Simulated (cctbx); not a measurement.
# A crystallographic session in cctbx: Sc5Sb3N

Library: cctbx 2025.11. The data are simulated by the first script.

## 1. Simulate the data

run.py:

```python
from cctbx import adptbx, crystal, miller, sgtbx, xray
from cctbx.array_family import flex
from iotbx.shelx import hklf
from scitbx import matrix
import scitbx.random

cs = crystal.symmetry(unit_cell=(8.085, 8.085, 5.941, 90, 90, 120), space_group_symbol='Hall: -P 6c 2')  # P6_3/mcm
atoms = [  # label, site, U (iso, or U11 U22 U33 U12 U13 U23 in A^2), occupancy
    ("Sb1", (0, 0.5969, 0.25), (0.0052, 0.0051, 0.0034, 0.0026, 0.0000, 0.0000), 1),
    ("Sc1", (2/3, 1/3, 0.5), (0.0067, 0.0067, 0.0071, 0.0033, 0.0000, 0.0000), 1),
    ("Sc2", (0, 0.7661, 0.75), (0.0045, 0.0053, 0.0041, 0.0022, 0.0000, 0.0000), 1),
    ("N1", (0, 0, 0), (0.0071, 0.0071, 0.0089, 0.0035, 0.0000, 0.0000), 1),
]
xs = xray.structure(crystal_symmetry=cs)
for label, site, u, occ in atoms:
    u = adptbx.u_cif_as_u_star(cs.unit_cell(), u) if isinstance(u, tuple) else u
    xs.add_scatterer(xray.scatterer(label, site=site, u=u, occupancy=occ))
xs.set_inelastic_form_factors(1.54184, "sasaki")
xs.show_summary()
p1 = xs.expand_to_p1()
ms = miller.build_set(p1, anomalous_flag=True, d_min=0.83)
flex.set_random_seed(156991)
scitbx.random.set_random_seed(156991)
ms = ms.select(flex.random_double(ms.size()) < 0.5)
i = ms.structure_factors_from_scatterers(p1, algorithm="direct").f_calc().as_intensity_array().data()
i = i * 5000 / flex.max(i)
sig = flex.sqrt(i + flex.pow2(0.04 * i) + 2 ** 2)
noise = scitbx.random.variate(scitbx.random.normal_distribution())(i.size())
data = ms.array(data=i + sig * noise, sigmas=sig).set_observation_type_xray_intensity()
with open("data.hkl", "w") as f:
    data.export_as_shelx_hklf(f)
print("reflections written:", data.size(), " <I/sigma> = %.1f" % flex.mean(data.data() / data.sigmas()))
for h, a, b in list(data.sort("data"))[:12]:
    print("%4d%4d%4d %9.1f %7.1f" % (h + (a, b)))
```

```console
$ python run.py
```

```text
Number of scatterers: 4
At special positions: 4
Unit cell: (8.085, 8.085, 5.941, 90, 90, 120)
Space group: P 63/m c m (No. 193)
reflections written: 1240  <I/sigma> = 9.5
   0   0   4    4819.6   212.1
   0   0  -4    4585.6   212.1
   0   0   2    3689.5   167.4
  -5   0  -2    2771.7   118.7
  -5   5  -2    2697.4   118.7
   0   5   2    2692.1   118.7
  -5   0   2    2686.4   118.7
   5  -5  -2    2643.9   118.7
   5  -5   0    2272.5   103.1
   0  -3   0    2161.4    90.1
  -5   0   0    2138.2   103.1
   0   5   0    2033.0   103.1
```

It took 0.26 s on 1 thread of AMD EPYC 7R13 Processor (Zen 3), on a shared host, peak memory 0.07 GiB.

## 2. Symmetry

run.py:

```python
from cctbx import crystal, sgtbx, statistics
from cctbx.array_family import flex
from iotbx.shelx import hklf

p1 = crystal.symmetry(unit_cell=(8.085, 8.085, 5.941, 90, 90, 120), space_group_symbol="P 1")
raw = hklf.reader(file_name="data.hkl").as_miller_arrays(crystal_symmetry=p1, anomalous=True)[0]
print(raw.size(), "reflections to d = %.3f A" % raw.d_min())
isig = raw.data() / raw.sigmas()
print("centring   violations  <I/sigma> of those")
best = "P"
for c in "ABCIRF":
    a = raw.customized_copy(space_group_info=sgtbx.space_group_info("Hall: %s 1" % c)).sys_absent_flags().data()
    m = flex.mean(isig.select(a))
    print("%5s %10d of %5d %8.1f" % (c, (isig.select(a) > 4).count(True), a.count(True), m))
    if (isig.select(a) > 4).count(True) < 0.01 * a.count(True):
        best = c
raw = raw.select(~raw.customized_copy(space_group_info=sgtbx.space_group_info("Hall: %s 1" % best)).sys_absent_flags().data())
isig = raw.data() / raw.sigmas()
rows = []
for s in sgtbx.space_group_symbol_iterator():
    g = sgtbx.space_group(s)
    if g.conventional_centring_type_symbol() != best or not g.is_compatible_unit_cell(p1.unit_cell(), 1e-3, 0.02):
        continue
    rows.append((s, g))
print("Laue class    unique    Rint  (classes that these axes allow; Friedel mates merged)")
rint = {}
for s, g in rows:
    laue = g.build_derived_patterson_group()
    key = laue.type().hall_symbol()
    if key not in rint:
        m = raw.customized_copy(space_group_info=laue.info(), anomalous_flag=False).merge_equivalents()
        rint[key] = m.r_int()
        print("%-14s %6d %7.3f" % (laue.type().lookup_symbol(), m.array().size(), m.r_int()))
floor = min(rint.values())
good = [(s, g) for s, g in rows if rint[g.build_derived_patterson_group().type().hall_symbol()] < 2 * floor + 0.03]
top = max(g.build_derived_patterson_group().order_z() for s, g in good)
print("space group    extra absences  I>4sigma  <I/sigma>")
for s, g in good:
    laue = g.build_derived_patterson_group()
    if laue.order_z() != top:
        continue
    a = raw.customized_copy(space_group_info=g.info()).sys_absent_flags().data()
    a &= ~raw.customized_copy(space_group_info=laue.info()).sys_absent_flags().data()
    bad = (isig.select(a) > 4).count(True)
    if bad <= 0.03 * a.count(True):
        print("%-16s %8d %10d %9s  %s" % (s.universal_hermann_mauguin(), a.count(True), bad, "%.1f" % flex.mean(isig.select(a)) if a.count(True) else "-", "centric" if g.is_centric() else "acentric"))
laue = max(good, key=lambda t: t[1].build_derived_patterson_group().order_z())[1].build_derived_patterson_group()
f = raw.customized_copy(space_group_info=laue.info(), anomalous_flag=False).merge_equivalents().array().eliminate_sys_absent().f_sq_as_f()
f.set_observation_type_xray_amplitude()
bins = max(3, min(8, f.size() // 12))
f.setup_binner(n_bins=bins)
w = statistics.wilson_plot(f, {e: n / laue.order_z() for e, n in {'Sb': 6.0, 'Sc': 10.0, 'N': 2.0}.items()}, e_statistics=True)
print("Wilson B = %.2f A^2   <|E^2-1|> = %.3f (0.968 centric, 0.736 acentric)   E^2>4: %.1f %%" % (w.wilson_b, w.mean_e_sq_minus_1, w.percent_e_sq_gt_2))
print("shell (A)         n   <I/sigma>")
m = raw.customized_copy(space_group_info=laue.info(), anomalous_flag=False).merge_equivalents().array().eliminate_sys_absent()
for b in m.setup_binner(n_bins=bins).range_used():
    sel = m.binner().selection(b)
    print("%5.2f - %4.2f %6d %8.1f" % (min(m.binner().bin_d_range(b)[0] if m.binner().bin_d_range(b)[0] > 0 else 99, 99), m.binner().bin_d_range(b)[1], sel.count(True), flex.mean((m.data() / m.sigmas()).select(sel))))
```

```console
$ python run.py
```

```text
1240 reflections to d = 0.831 A
centring   violations  <I/sigma> of those
    A        456 of   623      9.7
    B        446 of   623      9.6
    C        452 of   620      9.4
    I        439 of   616      9.5
    R        586 of   831      9.6
    F        677 of   933      9.6
Laue class    unique    Rint  (classes that these axes allow; Friedel mates merged)
P -1              940   0.037
P 1 1 2/m         620   0.038
P -3              405   0.042
P -3 1 m          232   0.046
P -3 m 1          252   0.045
P 6/m             228   0.045
P 6/m m m         153   0.047
space group    extra absences  I>4sigma  <I/sigma>
P 6 2 2                 0          0         -  acentric
P 63 2 2                2          0      -0.1  acentric
P 6 m m                 0          0         -  acentric
P 63 c m              139          0       0.0  acentric
P -6 m 2                0          0         -  acentric
P -6 c 2              139          0       0.0  acentric
P -6 2 m                0          0         -  acentric
P 6/m m m               0          0         -  centric
P 63/m c m            139          0       0.0  centric
Wilson B = 0.32 A^2   <|E^2-1|> = 0.767 (0.968 centric, 0.736 acentric)   E^2>4: 0.7 %
shell (A)         n   <I/sigma>
 7.00 - 1.65     28     22.5
 1.65 - 1.32     20     27.1
 1.32 - 1.15     18     24.8
 1.15 - 1.05     20     25.2
 1.05 - 0.97     17     23.2
 0.97 - 0.91     16     29.1
 0.91 - 0.87     18     23.2
 0.87 - 0.83     16     20.4
```

Time: 0.3 s.

## 3. Charge flipping

run.py:

```python
import itertools
from cctbx import crystal, maptbx
from cctbx.array_family import flex
from iotbx.shelx import hklf
from smtbx.ab_initio import charge_flipping as cf

cs = crystal.symmetry(unit_cell=(8.085, 8.085, 5.941, 90, 90, 120), space_group_symbol='Hall: -P 6c 2')  # P6_3/mcm
raw = hklf.reader(file_name="data.hkl").as_miller_arrays(crystal_symmetry=cs, anomalous=True)[0]
merged = raw.eliminate_sys_absent().merge_equivalents()
fo2 = merged.array().set_observation_type_xray_intensity()
f = fo2.average_bijvoet_mates().f_sq_as_f().resolution_filter(d_min=0.83)
p1 = f.expand_to_p1()
p1.setup_binner_counting_sorted(reflections_per_bin=max(40, p1.size() // 12))
work = p1.array(data=p1.data() / p1.amplitude_quasi_normalisations().data())
flex.set_random_seed(71701)
it = cf.weak_reflection_improved_iterator(delta=None, weak_reflection_fraction=0.2)
it.start(work, phases=flex.random_double(p1.size()) * 6.2832, f_000=0)
it.delta = 1.1 * it.rho_map.sigma()
print("cycle      R  skewness")
for n, st in enumerate(itertools.islice(it, 300)):
    if n % 25 == 0:
        print("%5d %6.3f %8.2f" % (n, st.r1_factor(), st.rho_map.skewness()))
rho = p1.phase_transfer(it.f_calc).fft_map().apply_volume_scaling()
polish = cf.low_density_elimination_iterator(constant_rho_c=rho.sigma())
polish.start(f_obs=p1, phases=it.f_calc, f_000=0)
for _ in range(8):
    next(polish)
print("origin shift          correlation  skewness")
maps = []
for fc, shift, cc in itertools.islice(cf.f_calc_symmetrisations(f, polish.f_calc, 0), 4):
    m = f.phase_transfer(fc).fft_map(symmetry_flags=maptbx.use_space_group_symmetry, resolution_factor=0.25).apply_sigma_scaling()
    maps.append((m.skewness(), cc, m))
    print("%6.3f %6.3f %6.3f %10.3f %9.2f" % (tuple(shift) + (cc, m.skewness())))
skew, cc, m = max((t for t in maps if t[1] > maps[0][1] - 0.04), key=lambda t: t[0])
print("taken: symmetry correlation %.3f, skewness %.2f" % (cc, skew))
peaks = m.peak_search(parameters=maptbx.peak_search_parameters(min_distance_sym_equiv=0.9, max_clusters=9)).all()
sps = cs.special_position_settings(min_distance_sym_equiv=0.5)
print("peak      x       y       z  mult  height/sigma")
for k, (x, h) in enumerate(zip(peaks.sites(), peaks.heights())):
    ss = sps.site_symmetry(x)
    print("Q%-3d %7.4f %7.4f %7.4f %4d %8.1f" % ((k + 1,) + tuple(t % 1 for t in ss.exact_site()) + (ss.multiplicity(), h)))
```

```console
$ python run.py
```

```text
cycle      R  skewness
    0  0.583     0.35
   25  0.329     4.51
   50  0.279     4.37
   75  0.278     4.38
  100  0.305     4.33
  125  0.300     4.37
  150  0.303     4.26
  175  0.308     4.30
  200  0.300     4.16
  225  0.291     4.28
  250  0.307     4.23
  275  0.303     4.15
origin shift          correlation  skewness
 0.091  0.876  0.382      0.841      1.14
 0.913  0.678  0.131      0.836      0.59
 0.267  0.473  0.385      0.836      1.60
 0.284  0.676  0.378      0.818      1.89
taken: symmetry correlation 0.818, skewness 1.89
peak      x       y       z  mult  height/sigma
Q1    0.0000  0.2096  0.2500    6     10.2
Q2    0.1885  0.3811  0.2500   12      3.9
Q3    0.0000  0.4113  0.7500    6      3.2
Q4    0.0000  0.0991  0.0701   12      2.6
Q5    0.1551  0.5526  0.7500   12      2.4
Q6    0.3333  0.6667  0.0926    8      2.3
Q7    0.0000  0.3043  0.6229   12      2.2
Q8    0.0000  0.3677  0.1568   12      2.0
Q9    0.0000  0.0818  0.7500    6      1.8
```

Time: 0.67 s.

## 4. Charge flipping

run.py, as its changes from the last script of this kind:

```diff
@@ -13,3 +13,2 @@
-p1.setup_binner_counting_sorted(reflections_per_bin=max(40, p1.size() // 12))
-work = p1.array(data=p1.data() / p1.amplitude_quasi_normalisations().data())
-flex.set_random_seed(71701)
+work = p1
+flex.set_random_seed(71702)
@@ -20,2 +19,2 @@
-for n, st in enumerate(itertools.islice(it, 300)):
-    if n % 25 == 0:
+for n, st in enumerate(itertools.islice(it, 600)):
+    if n % 50 == 0:
```

```console
$ python run.py
```

```text
cycle      R  skewness
    0  0.578     0.41
   50  0.304     4.40
  100  0.286     4.28
  150  0.297     4.30
  200  0.300     4.31
  250  0.287     4.28
  300  0.293     4.20
  350  0.296     4.14
  400  0.288     4.12
  450  0.282     4.04
  500  0.290     4.22
  550  0.294     4.22
origin shift          correlation  skewness
 0.766  0.962  0.205      0.803      0.29
 0.144  0.730  0.200      0.840      0.62
 0.332  0.310  0.252      0.801      2.53
 0.588  0.333  0.249      0.734      0.97
taken: symmetry correlation 0.801, skewness 2.53
peak      x       y       z  mult  height/sigma
Q1    0.0000  0.4042  0.7500    6     12.3
Q2    0.3333  0.6667  0.0000    4      5.2
Q3    0.0825  0.1651  0.0000   12      2.7
Q4    0.0000  0.1456  0.7500    6      2.5
Q5    0.0000  0.0000  0.0000    2      2.4
Q6    0.0000  0.2214  0.2500    6      2.3
Q7    0.0000  0.4165  0.5558   12      2.2
Q8    0.0713  0.3025  0.0450   24      1.9
Q9    0.0000  0.3527  0.2500    6      1.8
```

Time: 0.71 s.

## 5. Refinement (model from the peaks)

run.py:

```python
import math
from cctbx import adptbx, crystal, maptbx, sgtbx, xray
from cctbx.array_family import flex
from cctbx.xray import observations
from iotbx.shelx import hklf
from scitbx.lstbx import normal_eqns_solving
from smtbx import absolute_structure, utils
from smtbx.refinement import constraints, least_squares

cs = crystal.symmetry(unit_cell=(8.085, 8.085, 5.941, 90, 90, 120), space_group_symbol='Hall: -P 6c 2')  # P6_3/mcm
atoms = [  # label, site, U (iso, or U11 U22 U33 U12 U13 U23 in A^2), occupancy
    ("Sb1", (0, 0.4042, 0.75), 0.0200, 1),
    ("Sc1", (0.3333, 0.6667, 0), 0.0200, 1),
    ("Sc2", (0, 0.1456, 0.75), 0.0200, 1),
    ("N1", (0, 0, 0), 0.0200, 1),
]
xs = xray.structure(crystal_symmetry=cs)
for label, site, u, occ in atoms:
    u = adptbx.u_cif_as_u_star(cs.unit_cell(), u) if isinstance(u, tuple) else u
    xs.add_scatterer(xray.scatterer(label, site=site, u=u, occupancy=occ))
xs.set_inelastic_form_factors(1.54184, "sasaki")
raw = hklf.reader(file_name="data.hkl").as_miller_arrays(crystal_symmetry=cs, anomalous=True)[0]
merged = raw.eliminate_sys_absent().merge_equivalents()
fo2 = merged.array().set_observation_type_xray_intensity()
print("Rint %.3f, %d unique reflections to %.2f A" % (merged.r_int(), fo2.size(), fo2.d_min()))
for sc in xs.scatterers():
    sc.flags.set_grad_site(True)
    sc.flags.set_grad_u_aniso(sc.flags.use_u_aniso())
    sc.flags.set_grad_u_iso(sc.flags.use_u_iso())
obs = fo2.as_xray_observations()
extra = {}
rep = constraints.reparametrisation(xs, [], utils.connectivity_table(xs), **extra)
ls = least_squares.crystallographic_ls(obs, rep, weighting_scheme=least_squares.mainstream_shelx_weighting(a=0, b=0))
print("cycle     R1     wR2    GooF  max shift (A)")
for cycle in range(6):
    ls.build_up()
    r1, wr2, goof = ls.r1_factor(cutoff_factor=2)[0], ls.wR2(), ls.goof()
    old = xs.sites_cart()
    normal_eqns_solving.levenberg_marquardt_iterations(ls, n_max_iterations=3, tau=0.0001, step_threshold=1e-7)
    big = flex.max((xs.sites_cart() - old).norms())
    print("%4d %7.4f %7.4f %7.3f %9.5f" % (cycle + 1, r1, wr2, goof, big))
    ls.build_up(objective_only=True)
    if abs(ls.wR2() - wr2) < 5e-5 and big < 5e-4:
        break
ls.build_up()
print("final R1 %.4f wR2 %.4f GooF %.3f  parameters %d  data/parameter %.1f" % (ls.r1_factor(cutoff_factor=2)[0], ls.wR2(), ls.goof(), ls.n_parameters, fo2.size() / ls.n_parameters))
cov = ls.covariance_matrix_and_annotations()
su = dict(zip(cov.annotations, (math.sqrt(max(v, 0)) for v in cov.matrix.matrix_packed_u_diagonal())))
a2 = cs.unit_cell().reciprocal_parameters()[0] ** -2
print("atom        x        y        z      Ueq    occ   su(xyz)  su(Uiso or U11)")
for sc in xs.scatterers():
    s = max(su.get(sc.label + k, 0) for k in (".x", ".y", ".z"))
    npd = "" if sc.is_positive_definite_u(cs.unit_cell()) else "  NPD"
    print("%-5s %8.5f %8.5f %8.5f %8.4f %6.3f %8.5f %7.4f%s" % ((sc.label,) + sc.site + (sc.u_iso_or_equiv(cs.unit_cell()), sc.occupancy, s, su.get(sc.label + ".uiso", su.get(sc.label + ".u11", 0) * a2), npd)))
fo = fo2.f_sq_as_f()
fc = fo.structure_factors_from_scatterers(xs, algorithm="direct").f_calc()
diff = fo.f_obs_minus_f_calc(1 / math.sqrt(ls.scale_factor()), fc).average_bijvoet_mates()
m = diff.fft_map(symmetry_flags=maptbx.use_space_group_symmetry, resolution_factor=0.25).apply_volume_scaling()
print("difference map: max %.2f min %.2f rms %.2f" % (m.statistics().max(), m.statistics().min(), m.statistics().sigma()))
peaks = m.peak_search(parameters=maptbx.peak_search_parameters(min_distance_sym_equiv=0.6, max_clusters=5)).all()
near = xs.closest_distances(peaks.sites(), distance_cutoff=4)
sps = cs.special_position_settings(min_distance_sym_equiv=0.5)
for k, (x, h) in enumerate(zip(peaks.sites(), peaks.heights())):
    ss = sps.site_symmetry(x)
    print("Q%-3d %7.4f %7.4f %7.4f %4d %7.2f  %.2f A from %s" % ((k + 1,) + tuple(t % 1 for t in ss.exact_site()) + (ss.multiplicity(), h, near.smallest_distances[k], xs.scatterers()[near.i_seqs[k]].label)))
```

```console
$ python run.py
```

```text
Rint 0.047, 129 unique reflections to 0.83 A
cycle     R1     wR2    GooF  max shift (A)
   1  0.4270  0.7370  25.770   0.07427
   2  0.3131  0.5807  20.305   0.43452
   3  0.3017  0.5756  20.127   0.06921
   4  0.3016  0.5754  20.122   0.00356
   5  0.3018  0.5754  20.119   0.02104
   6  0.3020  0.5753  20.116   0.02827
final R1 0.3023 wR2 0.5751 GooF 20.112  parameters 6  data/parameter 21.5
atom        x        y        z      Ueq    occ   su(xyz)  su(Uiso or U11)
Sb1    0.00000  0.40499  0.75000   0.0008  1.000  0.00108  0.0043
Sc1    0.33333  0.66667  0.00000   0.0052  1.000  0.00000  0.0072
Sc2    0.00000  0.21055  0.75000   0.3956  1.000  0.06050  0.2679
N1     0.00000  0.00000  0.00000   0.0001  1.000  0.00000  0.0398
difference map: max 53.09 min -19.98 rms 4.58
Q1    0.0000  0.2228  0.2500    6   55.41  1.75 A from Sc2
Q2    0.0000  0.4024  0.7500    6   40.56  0.02 A from Sb1
Q3    0.0000  0.3630  0.2500    6   15.13  1.88 A from Sb1
Q4    0.1456  0.3738  0.2500   12   12.11  1.65 A from Sc2
Q5    0.3333  0.6667  0.0000    4   11.92  0.00 A from Sc1
```

Time: 0.47 s.

Figures of merit this high mean that the model is still wrong or incomplete.

## 6. Charge flipping

run.py, as its changes from the last script of this kind:

```diff
@@ -13,2 +13,3 @@
-work = p1
-flex.set_random_seed(71702)
+p1.setup_binner_counting_sorted(reflections_per_bin=max(40, p1.size() // 12))
+work = p1.array(data=p1.data() / p1.amplitude_quasi_normalisations().data())
+flex.set_random_seed(71703)
```

```console
$ python run.py
```

```text
cycle      R  skewness
    0  0.592     0.30
   50  0.296     4.52
  100  0.302     4.36
  150  0.307     4.36
  200  0.303     4.25
  250  0.305     4.37
  300  0.294     4.23
  350  0.295     4.32
  400  0.306     4.37
  450  0.299     4.31
  500  0.298     4.23
  550  0.299     4.46
origin shift          correlation  skewness
 0.431  0.144  0.430      0.768      2.55
 0.498  0.894  0.464      0.818      0.38
 0.862  0.534  0.465      0.809      0.28
 0.704 -0.018  0.420      0.790      4.09
taken: symmetry correlation 0.790, skewness 4.09
peak      x       y       z  mult  height/sigma
Q1    0.0000  0.4083  0.7500    6     14.0
Q2    0.2385  0.6352  0.2500   12      3.5
Q3    0.3333  0.6667  0.0000    4      3.5
Q4    0.0000  0.0000  0.2500    2      3.0
Q5    0.0000  0.2294  0.2500    6      2.7
Q6    0.0000  0.3662  0.5546   12      2.5
Q7    0.1347  0.5199  0.0714   24      1.4
Q8    0.2370  0.4740  0.0000   12      1.4
Q9    0.0000  0.1308  0.7500    6      1.3
```

Run time: 0.69 s on 1 thread of AMD EPYC 7R13 Processor (Zen 3), with other jobs on the host, peak memory 0.07 GiB.

[Logs are printed without paths, hosts, clocks, repeated set-up lines and the standing remarks that a program may print on its own settings, such as how far it seeks lower states.]
